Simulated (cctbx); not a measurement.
# A crystallographic session in cctbx: Te2PdCl12

Library: cctbx 2025.11. The data are simulated by the first script.

## 1. Simulate the data

run.py:

```python
from cctbx import adptbx, crystal, miller, sgtbx, xray
from cctbx.array_family import flex
from iotbx.shelx import hklf
from scitbx import matrix
import scitbx.random

cs = crystal.symmetry(unit_cell=(6.633, 7.047, 10.7294, 71.3506, 86.4387, 63.76), space_group_symbol='Hall: -P 1')  # P-1
atoms = [  # label, site, U (iso, or U11 U22 U33 U12 U13 U23 in A^2), occupancy
    ("Te1", (0.759, 0.4981, 0.2424), 0.0152, 0.85),
    ("Cl1", (0.759, 0.4981, 0.2424), 0.0152, 0.15),
    ("Pd1", (0, 0, 0), 0.0165, 1),
    ("Cl2", (0.5697, 0.2639, 0.3022), 0.0240, 1),
    ("Cl3", (0.4928, 0.2587, 0.6472), 0.0212, 0.85),
    ("Te2", (0.4928, 0.2587, 0.6472), 0.0212, 0.15),
    ("Cl4", (0.0667, 0.2286, 0.0954), 0.0259, 1),
    ("Cl5", (0.0042, 0.228, 0.789), 0.0244, 1),
    ("Cl6", (0.3932, 0.7808, 0.0089), 0.0294, 1),
    ("Cl7", (0.029, 0.2677, 0.4119), 0.0243, 1),
]
xs = xray.structure(crystal_symmetry=cs)
for label, site, u, occ in atoms:
    u = adptbx.u_cif_as_u_star(cs.unit_cell(), u) if isinstance(u, tuple) else u
    xs.add_scatterer(xray.scatterer(label, site=site, u=u, occupancy=occ))
xs.set_inelastic_form_factors(0.7749, "sasaki")
xs.show_summary()
p1 = xs.expand_to_p1()
ms = miller.build_set(p1, anomalous_flag=True, d_min=0.6)
flex.set_random_seed(450148)
scitbx.random.set_random_seed(450148)
ms = ms.select(flex.random_double(ms.size()) < 0.5)
i = ms.structure_factors_from_scatterers(p1, algorithm="direct").f_calc().as_intensity_array().data()
i = i * 40000 / flex.max(i)
sig = flex.sqrt(i + flex.pow2(0.06 * i) + 8 ** 2)
noise = scitbx.random.variate(scitbx.random.normal_distribution())(i.size())
data = ms.array(data=i + sig * noise, sigmas=sig).set_observation_type_xray_intensity()
with open("data.hkl", "w") as f:
    data.export_as_shelx_hklf(f)
print("reflections written:", data.size(), " <I/sigma> = %.1f" % flex.mean(data.data() / data.sigmas()))
for h, a, b in list(data.sort("data"))[:12]:
    print("%4d%4d%4d %9.1f %7.1f" % (h + (a, b)))
```

```console
$ python run.py
```

```text
Number of scatterers: 10
At special positions: 1
Unit cell: (6.633, 7.047, 10.7294, 71.3506, 86.4387, 63.76)
Space group: P -1 (No. 2)
reflections written: 4126  <I/sigma> = 10.4
  -3  -2  -3   40508.0  2408.3
  -2   1   0   36335.8  2119.3
  -3  -1   3   35340.5  2224.0
  -1   1   3   35009.6  1928.0
   0   4   0   34092.2  2199.8
   1   2  -3   33768.5  1978.7
   1  -1   3   32560.9  1916.0
   1   0   3   32395.3  1793.6
   2   2   0   32348.0  2167.1
  -1  -2   3   32150.2  1978.7
   1  -2  -3   31906.2  1767.7
  -1   0  -1   31498.7  1751.4
```

It took 0.29 s on 1 thread of Arm Neoverse V2, on a shared host, peak memory 0.07 GiB.

## 2. Refinement

run.py:

```python
import math
from cctbx import adptbx, crystal, maptbx, sgtbx, xray
from cctbx.array_family import flex
from cctbx.xray import observations
from iotbx.shelx import hklf
from scitbx.lstbx import normal_eqns_solving
from smtbx import absolute_structure, utils
from smtbx.refinement import constraints, least_squares

cs = crystal.symmetry(unit_cell=(6.633, 7.047, 10.7294, 71.3506, 86.4387, 63.76), space_group_symbol='Hall: -P 1')  # P-1
atoms = [  # label, site, U (iso, or U11 U22 U33 U12 U13 U23 in A^2), occupancy
    ("Te1", (0.759, 0.4981, 0.2424), 0.0200, 1),
    ("Pd1", (0, 0, 0), 0.0200, 1),
    ("Cl2", (0.5697, 0.2639, 0.3022), 0.0200, 1),
    ("Cl3", (0.4928, 0.2587, 0.6472), 0.0200, 1),
    ("Cl4", (0.0667, 0.2286, 0.0954), 0.0200, 1),
    ("Cl5", (0.0042, 0.228, 0.789), 0.0200, 1),
    ("Cl6", (0.3932, 0.7808, 0.0089), 0.0200, 1),
    ("Cl7", (0.029, 0.2677, 0.4119), 0.0200, 1),
]
xs = xray.structure(crystal_symmetry=cs)
for label, site, u, occ in atoms:
    u = adptbx.u_cif_as_u_star(cs.unit_cell(), u) if isinstance(u, tuple) else u
    xs.add_scatterer(xray.scatterer(label, site=site, u=u, occupancy=occ))
xs.set_inelastic_form_factors(0.7749, "sasaki")
xs.convert_to_anisotropic()
raw = hklf.reader(file_name="data.hkl").as_miller_arrays(crystal_symmetry=cs, anomalous=True)[0]
merged = raw.eliminate_sys_absent().merge_equivalents()
fo2 = merged.array().set_observation_type_xray_intensity()
print("Rint %.3f, %d unique reflections to %.2f A" % (merged.r_int(), fo2.size(), fo2.d_min()))
for sc in xs.scatterers():
    sc.flags.set_grad_site(True)
    sc.flags.set_grad_u_aniso(sc.flags.use_u_aniso())
    sc.flags.set_grad_u_iso(sc.flags.use_u_iso())
obs = fo2.as_xray_observations()
extra = {}
rep = constraints.reparametrisation(xs, [], utils.connectivity_table(xs), **extra)
ls = least_squares.crystallographic_ls(obs, rep, weighting_scheme=least_squares.mainstream_shelx_weighting(a=0, b=0))
print("cycle     R1     wR2    GooF  max shift (A)")
for cycle in range(12):
    ls.build_up()
    r1, wr2, goof = ls.r1_factor(cutoff_factor=2)[0], ls.wR2(), ls.goof()
    old = xs.sites_cart()
    normal_eqns_solving.levenberg_marquardt_iterations(ls, n_max_iterations=3, tau=1e-06, step_threshold=1e-7)
    big = flex.max((xs.sites_cart() - old).norms())
    print("%4d %7.4f %7.4f %7.3f %9.5f" % (cycle + 1, r1, wr2, goof, big))
    ls.build_up(objective_only=True)
    if abs(ls.wR2() - wr2) < 5e-5 and big < 5e-4:
        break
ls.build_up()
print("final R1 %.4f wR2 %.4f GooF %.3f  parameters %d  data/parameter %.1f" % (ls.r1_factor(cutoff_factor=2)[0], ls.wR2(), ls.goof(), ls.n_parameters, fo2.size() / ls.n_parameters))
cov = ls.covariance_matrix_and_annotations()
su = dict(zip(cov.annotations, (math.sqrt(max(v, 0)) for v in cov.matrix.matrix_packed_u_diagonal())))
a2 = cs.unit_cell().reciprocal_parameters()[0] ** -2
print("atom        x        y        z      Ueq    occ   su(xyz)  su(Uiso or U11)")
for sc in xs.scatterers():
    s = max(su.get(sc.label + k, 0) for k in (".x", ".y", ".z"))
    npd = "" if sc.is_positive_definite_u(cs.unit_cell()) else "  NPD"
    print("%-5s %8.5f %8.5f %8.5f %8.4f %6.3f %8.5f %7.4f%s" % ((sc.label,) + sc.site + (sc.u_iso_or_equiv(cs.unit_cell()), sc.occupancy, s, su.get(sc.label + ".uiso", su.get(sc.label + ".u11", 0) * a2), npd)))
fo = fo2.f_sq_as_f()
fc = fo.structure_factors_from_scatterers(xs, algorithm="direct").f_calc()
diff = fo.f_obs_minus_f_calc(1 / math.sqrt(ls.scale_factor()), fc).average_bijvoet_mates()
m = diff.fft_map(symmetry_flags=maptbx.use_space_group_symmetry, resolution_factor=0.25).apply_volume_scaling()
print("difference map: max %.2f min %.2f rms %.2f" % (m.statistics().max(), m.statistics().min(), m.statistics().sigma()))
peaks = m.peak_search(parameters=maptbx.peak_search_parameters(min_distance_sym_equiv=0.6, max_clusters=6)).all()
near = xs.closest_distances(peaks.sites(), distance_cutoff=4)
sps = cs.special_position_settings(min_distance_sym_equiv=0.5)
for k, (x, h) in enumerate(zip(peaks.sites(), peaks.heights())):
    ss = sps.site_symmetry(x)
    print("Q%-3d %7.4f %7.4f %7.4f %4d %7.2f  %.2f A from %s" % ((k + 1,) + tuple(t % 1 for t in ss.exact_site()) + (ss.multiplicity(), h, near.smallest_distances[k], xs.scatterers()[near.i_seqs[k]].label)))
```

```console
$ python run.py
```

```text
Rint 0.037, 3080 unique reflections to 0.60 A
cycle     R1     wR2    GooF  max shift (A)
   1  0.1237  0.3524   4.646   0.00685
   2  0.0679  0.2014   2.655   0.00006
final R1 0.0679 wR2 0.2014 GooF 2.655  parameters 69  data/parameter 44.6
atom        x        y        z      Ueq    occ   su(xyz)  su(Uiso or U11)
Te1    0.75896  0.49809  0.24240   0.0156  1.000  0.00008  0.0002
Pd1    0.00000  0.00000  0.00000   0.0131  1.000  0.00000  0.0003
Cl2    0.57013  0.26395  0.30216   0.0207  1.000  0.00033  0.0007
Cl3    0.49273  0.25855  0.64705   0.0083  1.000  0.00022  0.0004
Cl4    0.06576  0.22859  0.09558   0.0221  1.000  0.00034  0.0008
Cl5    0.00440  0.22737  0.78903   0.0211  1.000  0.00033  0.0007
Cl6    0.39278  0.78024  0.00878   0.0257  1.000  0.00037  0.0008
Cl7    0.02951  0.26832  0.41154   0.0212  1.000  0.00033  0.0007
difference map: max 8.83 min -1.32 rms 0.57
Q1    0.4943  0.7322  0.3444    2    8.89  0.17 A from Cl3
Q2    0.0000  0.0000  0.0000    1    6.07  0.00 A from Pd1
Q3    0.2389  0.4976  0.7597    2    3.58  0.04 A from Te1
Q4    0.0250  0.2479  0.4269    2    2.95  0.19 A from Cl7
Q5    0.0889  0.2292  0.0972    2    2.89  0.16 A from Cl4
Q6    0.4485  0.7471  0.6880    2    2.88  0.18 A from Cl2
```

Time: 0.56 s.

This run holds a fault made on purpose: disorder ignored: each site full, of its main element.

## 3. Refinement (occupancies of the disordered sites free, main element alone)

run.py, as its changes from the last script of this kind:

```diff
@@ -12,8 +12,8 @@
-    ("Te1", (0.759, 0.4981, 0.2424), 0.0200, 1),
-    ("Pd1", (0, 0, 0), 0.0200, 1),
-    ("Cl2", (0.5697, 0.2639, 0.3022), 0.0200, 1),
-    ("Cl3", (0.4928, 0.2587, 0.6472), 0.0200, 1),
-    ("Cl4", (0.0667, 0.2286, 0.0954), 0.0200, 1),
-    ("Cl5", (0.0042, 0.228, 0.789), 0.0200, 1),
-    ("Cl6", (0.3932, 0.7808, 0.0089), 0.0200, 1),
-    ("Cl7", (0.029, 0.2677, 0.4119), 0.0200, 1),
+    ("Te1", (0.75896, 0.49809, 0.2424), 0.0120, 1),
+    ("Pd1", (0, 0, 0), 0.0120, 1),
+    ("Cl2", (0.57013, 0.26395, 0.30216), 0.0120, 1),
+    ("Cl3", (0.49273, 0.25855, 0.64705), 0.0120, 1),
+    ("Cl4", (0.06576, 0.22859, 0.09558), 0.0120, 1),
+    ("Cl5", (0.0044, 0.22737, 0.78903), 0.0120, 1),
+    ("Cl6", (0.39278, 0.78024, 0.00878), 0.0120, 1),
+    ("Cl7", (0.02951, 0.26832, 0.41154), 0.0120, 1),
@@ -34,0 +35 @@
+    sc.flags.set_grad_occupancy(sc.label in ('Te1', 'Cl3'))
@@ -40 +41 @@
-for cycle in range(12):
+for cycle in range(20):
@@ -59,0 +61,2 @@
+print("su of occupancy Te1: %.3f" % su["Te1.occ"])
+print("su of occupancy Cl3: %.3f" % su["Cl3.occ"])
```

```console
$ python run.py
```

```text
Rint 0.037, 3080 unique reflections to 0.60 A
cycle     R1     wR2    GooF  max shift (A)
   1  0.1485  0.3508   4.626   0.00590
   2  0.0454  0.1281   1.689   0.00181
   3  0.0388  0.1070   1.411   0.00046
   4  0.0358  0.0972   1.282   0.00045
   5  0.0338  0.0908   1.197   0.00040
   6  0.0324  0.0862   1.137   0.00033
   7  0.0314  0.0831   1.095   0.00027
   8  0.0307  0.0808   1.066   0.00022
   9  0.0302  0.0792   1.045   0.00018
  10  0.0297  0.0781   1.030   0.00015
  11  0.0295  0.0773   1.020   0.00012
  12  0.0293  0.0768   1.013   0.00010
  13  0.0291  0.0764   1.008   0.00008
  14  0.0290  0.0761   1.004   0.00007
  15  0.0289  0.0759   1.001   0.00006
  16  0.0289  0.0758   0.999   0.00005
  17  0.0289  0.0757   0.998   0.00004
  18  0.0288  0.0756   0.997   0.00003
final R1 0.0288 wR2 0.0756 GooF 0.997  parameters 71  data/parameter 43.4
atom        x        y        z      Ueq    occ   su(xyz)  su(Uiso or U11)
Te1    0.75898  0.49807  0.24239   0.0152  0.890  0.00003  0.0001
Pd1    0.00000  0.00000  0.00000   0.0165  1.000  0.00000  0.0001
Cl2    0.56980  0.26389  0.30212   0.0241  1.000  0.00012  0.0003
Cl3    0.49282  0.25870  0.64719   0.0212  1.375  0.00008  0.0002
Cl4    0.06669  0.22871  0.09540   0.0259  1.000  0.00013  0.0003
Cl5    0.00421  0.22792  0.78911   0.0244  1.000  0.00012  0.0003
Cl6    0.39324  0.78076  0.00886   0.0294  1.000  0.00014  0.0003
Cl7    0.02920  0.26760  0.41193   0.0243  1.000  0.00012  0.0003
su of occupancy Te1: 0.002
su of occupancy Cl3: 0.005
difference map: max 0.82 min -0.81 rms 0.20
Q1    0.4735  0.9848  0.6678    2    0.85  1.82 A from Cl2
Q2    0.0081  0.0192  0.8647    2    0.76  1.41 A from Pd1
Q3    0.2966  0.7491  0.3838    2    0.74  1.40 A from Cl3
Q4    0.3018  0.1591  0.3356    2    0.72  1.88 A from Cl7
Q5    0.0598  0.1247  0.4413    2    0.70  0.88 A from Cl7
Q6    0.2863  0.6853  0.7370    2    0.70  1.17 A from Cl2
```

Run time: 2 s on 1 thread of Arm Neoverse V2, on a shared host, peak memory 0.09 GiB.

[Logs are printed without paths, hosts, clocks, repeated set-up lines and the standing remarks that a program may print on its own settings, such as how far it seeks lower states.]
